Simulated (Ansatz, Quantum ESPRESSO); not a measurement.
# RbCdH3 (Pm-3m): zone-centre phonons

Which modes does RbCdH3 (Pm-3m) have at the zone centre?

Method: DFT LDA, scalar-relativistic, plane waves, PseudoDojo norm-conserving pseudopotentials, in Quantum ESPRESSO 8.0 development, patched.

Report form: the programs' logs are mostly left out.

The structure was built from a prototype and need not be the compound's stable phase.

### Step 1. The structure

It takes space group Pm-3m (No. 221, cubic). Conventional cell: a = 4.559 Å, b = 4.559 Å, c = 4.559 Å, α = 90.00°, β = 90.00°, γ = 90.00°. Nearest to Rb lie 12 H at 3.22 Å. Nearest to Cd lie 6 H at 2.28 Å. H has 2 Cd at 2.28 Å and 4 Rb at 3.22 Å and 8 H at 3.22 Å nearest. Farther neighbours are not listed.

### Step 2. A probe with smearing

Before anything dear is run, a loose run with smearing shows whether this is a metal and how far the cell is from rest.

probe.in

```
 &control
    calculation='scf',
    prefix='x',
    outdir='./tmp',
    pseudo_dir='./pseudo',
    tprnfor=.true.,
    tstress=.true.,
    verbosity='high',
 /
 &system
    ibrav=0,
    nat=5,
    ntyp=3,
    ecutwfc=102.0,
    occupations='smearing',
    smearing='gaussian',
    degauss=0.01,
 /
 &electrons
    conv_thr=1.0d-07,
    mixing_beta=0.7,
    electron_maxstep=100,
 /
ATOMIC_SPECIES
 Rb     85.4678  Rb.upf
 Cd    112.4140  Cd.upf
 H       1.0080  H.upf
CELL_PARAMETERS angstrom
     4.559000000    0.000000000    0.000000000
     0.000000000    4.559000000    0.000000000
     0.000000000    0.000000000    4.559000000
ATOMIC_POSITIONS crystal
 Rb     0.000000000   0.000000000   0.000000000
 Cd     0.500000000   0.500000000   0.500000000
 H      0.500000000   0.500000000   0.000000000
 H      0.500000000   0.000000000   0.500000000
 H      0.000000000   0.500000000   0.500000000
K_POINTS automatic
 4 4 4 0 0 0
```

On the command line:

```sh
OMP_NUM_THREADS=1 mpirun -n 4 pw.x -nk 4 -in probe.in > probe.out
```

It took 8.2 s on 4 MPI ranks of Intel Xeon Platinum 8488C (Sapphire Rapids), shared host.

Read from the output:

* volume per atom: 18.95 Å³
* pressure: -7.861 GPa
* gap on the k-mesh: 0 eV

No gap opens on this mesh, so smearing is kept; the start stands at -7.9 GPa.

### Step 3. Relaxing the cell and atoms

The relaxation runs at a cutoff a fifth above that of the response, since stress converges more slowly with the basis than frequencies do. Forces and stress are brought to rest with tight thresholds.

relax.in

```
 &control
    calculation='vc-relax',
    prefix='x',
    outdir='./tmp',
    pseudo_dir='./pseudo',
    tprnfor=.true.,
    tstress=.true.,
    forc_conv_thr=2.0d-05,
    etot_conv_thr=1.0d-07,
    nstep=40,
 /
 &system
    ibrav=0,
    nat=5,
    ntyp=3,
    ecutwfc=122,
    occupations='smearing',
    smearing='mv',
    degauss=0.02,
 /
 &electrons
    conv_thr=1.0d-11,
    mixing_beta=0.7,
    electron_maxstep=100,
 /
 &ions
 /
 &cell
    press_conv_thr=0.2,
 /
ATOMIC_SPECIES
 Rb     85.4678  Rb.upf
 Cd    112.4140  Cd.upf
 H       1.0080  H.upf
CELL_PARAMETERS angstrom
     4.559000000    0.000000000    0.000000000
     0.000000000    4.559000000    0.000000000
     0.000000000    0.000000000    4.559000000
ATOMIC_POSITIONS crystal
 Rb     0.000000000   0.000000000   0.000000000
 Cd     0.500000000   0.500000000   0.500000000
 H      0.500000000   0.500000000   0.000000000
 H      0.500000000   0.000000000   0.500000000
 H      0.000000000   0.500000000   0.500000000
K_POINTS automatic
 8 8 8 0 0 0
```

On the command line:

```sh
OMP_NUM_THREADS=1 mpirun -n 4 pw.x -nk 4 -in relax.in > relax.out
```

Elapsed: 3.8 min, on 4 MPI ranks; 15 min of CPU time.

Relaxation path:

| step | energy less that of the first step (eV) | largest force (eV/Å) | pressure (GPa) | volume (Å³) |
| --- | --- | --- | --- | --- |
| 1 | 0.0000 | 0.0000 | -7.85 | 94.76 |
| 2 | -0.1803 | 0.0000 | -7.56 | 91.01 |
| 3 | -0.4259 | 0.0000 | -6.88 | 85.59 |
| 4 | -0.7208 | 0.0000 | -5.16 | 77.86 |
| 5 | -0.9191 | 0.0000 | -0.07 | 67.16 |
| 6 | -0.9192 | 0.0000 | 0.02 | 67.02 |
| 7 | -0.9192 | 0.0000 | 0.00 | 67.05 |
| 8 | -0.9192 | 0.0000 | 0.00 | 67.05 |
| 9 | -0.9182 | 0.0000 | 0.00 | 67.05 |

```
conventional cell, symmetrised  before  after   change
                         a (Å)   4.559  4.063  -10.9 %
                         b (Å)   4.559  4.063  -10.9 %
                         c (Å)   4.559  4.063  -10.9 %
              volume (Å³/atom)   18.95  13.41  -29.2 %
```

Final coordinates:

```xyz
5
Lattice="4.0626 0.0000 0.0000 0.0000 4.0626 0.0000 0.0000 0.0000 4.0626" Properties=species:S:1:pos:R:3 pbc="T T T"
Rb    0.0000    0.0000    0.0000
Cd    2.0313    2.0313    2.0313
H     2.0313    2.0313    0.0000
H     2.0313    0.0000    2.0313
H     0.0000    2.0313    2.0313
```

The last row of the table of steps is pw.x's closing run on a basis chosen anew for the final cell, so its energy can jump.

This step gave:

```yaml
volume_per_atom: 13.41 Å³
pressure: 0.004 GPa
```

The volume changes by -29.2 % from the cell with which this run began.

### Step 4. Ground state

Perturbation theory inherits every error of the wavefunctions, so the threshold is set near the limit of the arithmetic. Smearing stays on, as the first look found no gap above 0.3 eV.

scf.in

```
 &control
    calculation='scf',
    prefix='x',
    outdir='./tmp',
    pseudo_dir='./pseudo',
    tprnfor=.true.,
    tstress=.true.,
 /
 &system
    ibrav=0,
    nat=5,
    ntyp=3,
    ecutwfc=102.0,
    occupations='smearing',
    smearing='mv',
    degauss=0.02,
 /
 &electrons
    conv_thr=1.0d-12,
    mixing_beta=0.7,
    electron_maxstep=100,
 /
ATOMIC_SPECIES
 Rb     85.4678  Rb.upf
 Cd    112.4140  Cd.upf
 H       1.0080  H.upf
CELL_PARAMETERS angstrom
     4.062574897    0.000000000    0.000000000
     0.000000000    4.062574897    0.000000000
     0.000000000    0.000000000    4.062574897
ATOMIC_POSITIONS crystal
 Rb     0.000000000   0.000000000   0.000000000
 Cd     0.500000000   0.500000000   0.500000000
 H      0.500000000   0.500000000   0.000000000
 H      0.500000000   0.000000000   0.500000000
 H      0.000000000   0.500000000   0.500000000
K_POINTS automatic
 8 8 8 0 0 0
```

On the command line:

```sh
OMP_NUM_THREADS=1 mpirun -n 4 pw.x -nk 4 -in scf.in > scf.out
```

Wall time 18 s (4 MPI ranks).

This step gave:

```yaml
pressure: -0.02600 GPa
```

The cell stands at -0.026 GPa, close enough for phonons.

### Step 5. Linear response at Γ

At q = 0 one unit cell holds all displacements; symmetry groups them into irreducible representations that are solved one by one. With smeared occupations no response to a homogeneous field can be asked.

ph.in

```
phonons
 &inputph
    prefix='x',
    outdir='./tmp',
    fildyn='g.dyn',
    tr2_ph=1.0d-18,
    alpha_mix(1)=0.4,
    nmix_ph=8,
 /
0.000000000000 0.000000000000 0.000000000000
```

On the command line:

```sh
OMP_NUM_THREADS=1 mpirun -n 4 ph.x -nk 4 -in ph.in > ph.out
```

Elapsed: 12 min, on 4 MPI ranks; 48 min of CPU time.

This step gave:

```
largest acoustic frequency at the zone centre before the sum rule : -0.64 cm⁻¹
highest optical zone-centre mode (no LO-TO term)                  : 1080 cm⁻¹
lowest optical zone-centre mode                                   : 104.8 cm⁻¹
```

The acoustic modes at Γ come out as far as 0.6 cm⁻¹ from zero, where they should vanish, a small numerical error.

### Step 6. Modes with the sum rule

A rigid shift of the crystal must cost nothing, but grids and finite bases break this; the acoustic sum rule is imposed before the matrix is diagonalised again.

dynmat.in

```
 &input
    fildyn='g.dyn',
    asr='simple',
    fileig='dynmat.eig',
 /
```

On the command line:

```sh
dynmat.x -in dynmat.in > dynmat.out
```

Elapsed: 0.64 s, on 1 thread.

Unit eigenvectors of the mass-weighted matrix after the sum rule; no LO-TO term. Modes at Γ, with each element's share of the kinetic energy:

| mode | frequency (cm⁻¹) | symmetry | Rb % | Cd % | H % |
| --- | --- | --- | --- | --- | --- |
| 1 | 0.0 | acoustic | 43 | 56 | 2 |
| 2 | 0.0 | acoustic | 43 | 56 | 2 |
| 3 | 0.0 | acoustic | 43 | 56 | 2 |
| 4 | 104.8 | T1u | 56 | 44 | 0 |
| 5 | 104.8 | T1u | 56 | 44 | 0 |
| 6 | 104.8 | T1u | 56 | 44 | 0 |
| 7 | 513.3 | T1u | 1 | 0 | 98 |
| 8 | 513.3 | T1u | 1 | 0 | 98 |
| 9 | 513.3 | T1u | 1 | 0 | 98 |
| 10 | 639.7 | T2u | 0 | 0 | 100 |
| 11 | 639.7 | T2u | 0 | 0 | 100 |
| 12 | 639.7 | T2u | 0 | 0 | 100 |
| 13 | 1079.8 | T1u | 0 | 0 | 100 |
| 14 | 1079.8 | T1u | 0 | 0 | 100 |
| 15 | 1079.8 | T1u | 0 | 0 | 100 |

Displacements in mode 6 (104.8 cm⁻¹), the largest set to 1:
```
Rb1  0.88  1.00  0.03
Cd2 -0.67 -0.77 -0.02
H3   0.36  0.41  0.00
H4   0.36  0.10  0.01
H5   0.09  0.41  0.01
```

Displacements in mode 14 (1079.8 cm⁻¹), the largest set to 1:
```
Rb1  0.00  0.00  0.00
Cd2  0.00  0.00  0.00
H3   0.00  0.00  1.00
H4   0.00  0.00 -0.33
H5   0.00  0.00 -0.33
```

The rule moves no optical mode by more than 0.1 cm⁻¹.

### Step 7. Sum rules set otherwise: a sum rule for molecules or wires on a crystal

This rule also removes rotations, which suits molecules and not a crystal; it is tried to see the harm.

dynmat.in

```
 &input
    fildyn='g.dyn',
    asr='zero-dim',
    fileig='dynmat.eig',
 /
```

On the command line:

```sh
dynmat.x -in dynmat.in > dynmat.out
```

Run time: 0.63 s. Hardware: 1 thread.

The program raised no error, yet the settings are not those of a careful run.

The fault: a sum rule for molecules or wires on a crystal; 3 optical modes are projected out to zero frequency, as if they were rotations.

For a crystal the rule has to be 'simple' or 'crystal'.

Zone-centre frequencies as printed; negative means imaginary. Modes:

```
mode  frequency (cm⁻¹)
   1                 0
   2                 0
   3                 0
   4                 0
   5                 0
   6                 0
   7             104.8
   8             488.2
   9             488.2
  10             513.3
  11               652
  12               652
  13             988.9
  14             988.9
  15              1080
```

### Step 8. The same in Ansatz

A second program on the same cell, potentials, cutoff and meshes tests the implementation of the phonon response, not its convergence. Its k mesh is centred on Γ.

This step: DFT LDA, scalar-relativistic, plane waves, PseudoDojo norm-conserving pseudopotentials (Ansatz 0.2.0).

input.yaml

```yaml
crystal:
  lattice:
    - [4.062574897, 0.0, 0.0]
    - [0.0, 4.062574897, 0.0]
    - [0.0, 0.0, 4.062574897]
  atoms:
    - { symbol: Rb, position: [0.0, 0.0, 0.0] }
    - { symbol: Cd, position: [0.5, 0.5, 0.5] }
    - { symbol: H, position: [0.5, 0.5, 0.0] }
    - { symbol: H, position: [0.5, 0.0, 0.5] }
    - { symbol: H, position: [0.0, 0.5, 0.5] }
kpoints:
  mp_grid: { grid: [8, 8, 8] }
hamiltonian:
  xc: lda
  pseudopotentials: { kind: nc, accuracy: standard }
scf:
  occupations: { method: cold, width: 0.27211 }
output:
  eigenvalues: true
basis:
  ecutwfc: 1387.781
phonons:
  method: dfpt
```

On the command line:

```sh
ansatz run input.yaml --threads 4 --pin off --max-ram 16384MiB --backend cpu --events-out ev --progress --plain --runs-dir out
```

Wall time 57 s (4 threads); peak memory 2.6 GiB.

Numbers from this step:

| Property | Result |
| --- | --- |
| sum-rule residual before enforcement | 3.66e-4 eV/Å² |
| lowest optical zone-centre mode | 104.9 cm⁻¹ |

### Step 9. Side by side: QE PseudoDojo and Ansatz, PseudoDojo

Worked out from the results:

```
root-mean-square difference : 0.12 cm⁻¹
largest difference          : 0.23 cm⁻¹
```

The 12 of 12 modes that differ most. Frequencies side by side:

```csv
q (reciprocal lattice),mode,QE PseudoDojo (cm⁻¹),"Ansatz, PseudoDojo (cm⁻¹)"
0 0 0,4,104.8,104.9
0 0 0,5,104.8,104.9
0 0 0,6,104.8,104.9
0 0 0,7,513.3,513.2
0 0 0,8,513.3,513.2
0 0 0,9,513.3,513.2
0 0 0,10,639.7,639.7
0 0 0,11,639.7,639.7
0 0 0,12,639.7,639.7
0 0 0,13,1080,1080
0 0 0,14,1080,1080
0 0 0,15,1080,1080
```

At the zone centre the largest difference (acoustic modes at Γ apart) is 0.02 % of the highest mode.

### Step 10. What came out

```yaml
space_group_after_relaxation: Pm-3m
volume_per_atom: 13.4 Å³
highest_optical_zone_centre_mode_no_lo_to_term: 1080 cm⁻¹
lowest_optical_zone_centre_mode: 104.8 cm⁻¹
imaginary_optical_modes_at_the_zone_centre_no_q_mesh_in_this_session: none
largest_difference_from_ansatz_pseudodojo: 0.23 cm⁻¹
```

In words: At the LDA level the optical modes of RbCdH3 (Pm-3m) at the zone centre run from 105 to 1080 cm⁻¹. Of the 12 optical modes, 9 are infrared active alone and 3 are silent. QE PseudoDojo and Ansatz, PseudoDojo agree to 0.23 cm⁻¹ (0.02 % of the highest mode compared) on all solved modes but the acoustic ones at Γ, without the LO-TO term. These are harmonic frequencies at zero temperature: anharmonic shifts and linewidths and thermal expansion are left out. In a metal the frequencies hang on the k mesh and the smearing, most of all near Kohn anomalies. The build is a development version in which the Raman tensors of release 7.5 are mended; dynmat.x leaves out the electro-optic term of LO lines. The structure is a hypothetical one, built on a prototype.

[Host names and launcher messages were left out of these logs when they were recorded.]

[Logs are printed without paths, hosts, clocks, repeated set-up lines and the standing remarks that a program may print on its own settings, such as how far it seeks lower states.]

[Hosts, paths, dates, database ids (printed as entryN), source tags and the programs' standing remarks are cut or masked in the printed files.]
